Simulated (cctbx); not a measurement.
# What is wrong with this refinement?

Cell a = 5.5630 Å, b = 5.5630 Å, c = 9.0140 Å, α = 90.00°, β = 90.00°, γ = 120.00°; space group P6_3/mmc (no. 194).

The data are simulated with cctbx, not measured: Mo Kα, λ = 0.71073 Å, to d = 0.77 Å, 70 % of the full sphere, strongest reflection 5000 counts, noise from counting, a 1.5 % proportional error and a noise floor of 15 counts (s.d.); no absorption.

An anisotropic refinement with weights 1/σ² prints:

```text
Rint 0.025, 19 unique reflections to 1.61 A
cycle     R1     wR2    GooF  max shift (A)
   1  0.0154  0.0216   1.833   0.00671
   2  0.0070  0.0114   0.967   0.00000
final R1 0.0070 wR2 0.0114 GooF 0.967  parameters 9  data/parameter 2.1
atom        x        y        z      Ueq    occ   su(xyz)  su(Uiso or U11)
Bi1    0.66667  0.33333  0.55764   0.0169  1.000  0.00020  0.0022
Mo1    0.83397  0.16603  0.25000   0.0207  1.000  0.00035  0.0038
Mo2    0.00000  0.00000  0.50000   0.0217  1.000  0.00000  0.0038
difference map: max 0.24 min -0.21 rms 0.09
Q1    0.3333  0.6667  0.7500    2    0.24  1.61 A from Mo1
Q2    0.2082  0.4164  0.5483   12    0.19  1.54 A from Bi1
Q3    0.1300  0.2601  0.2500    6    0.10  1.46 A from Mo1
Q4    0.0000  0.0000  0.0769    4    0.06  0.69 A from Mo2
Q5    0.9519  0.2641  0.2500   12    0.03  0.61 A from Mo1
Q6    0.3333  0.6667  0.2500    2   -0.08  1.73 A from Bi1
```

**Question.** Can this result stand? If not, what is the likely fault?

Mend it. The fault: data cut at low resolution. Against the right model at the same level, R1 goes from 0.0145 to 0.0070 and GooF from 0.95 to 0.97. The atoms are right, but there are too few data for the parameters: R1 flatters and the s.u.s grow. Data per parameter fall from 14.6 to 2.1.

The compound is BiMo2. The right model at the same level gives:

```text
Rint 0.048, 131 unique reflections to 0.77 A
cycle     R1     wR2    GooF  max shift (A)
   1  0.0298  0.0459   2.206   0.00137
   2  0.0145  0.0198   0.950   0.00000
final R1 0.0145 wR2 0.0198 GooF 0.950  parameters 9  data/parameter 14.6
atom        x        y        z      Ueq    occ   su(xyz)  su(Uiso or U11)
Bi1    0.66667  0.33333  0.55756   0.0163  1.000  0.00005  0.0001
Mo1    0.83453  0.16547  0.25000   0.0205  1.000  0.00013  0.0003
Mo2    0.00000  0.00000  0.50000   0.0238  1.000  0.00000  0.0006
difference map: max 2.21 min -1.80 rms 0.46
Q1    0.0669  0.5335  0.7500    6    2.21  1.48 A from Mo1
Q2    0.1156  0.2312  0.7500    6    1.94  0.48 A from Mo1
Q3    0.2099  0.4197  0.2500    6    1.93  1.85 A from Mo1
Q4    0.3333  0.6667  0.2500    2    1.30  1.73 A from Bi1
Q5    0.0000  0.0000  0.1504    4    1.29  1.36 A from Mo2
Q6    0.1929  0.5964  0.1408   12    1.28  1.01 A from Bi1
```

The model is made up (kin elements in a known structure type, no relaxation), so it says nothing on whether the phase exists.

[Middle refinement cycles are left out of these outputs.]

[Logs are printed without paths, hosts, clocks, repeated set-up lines and the standing remarks that a program may print on its own settings, such as how far it seeks lower states.]
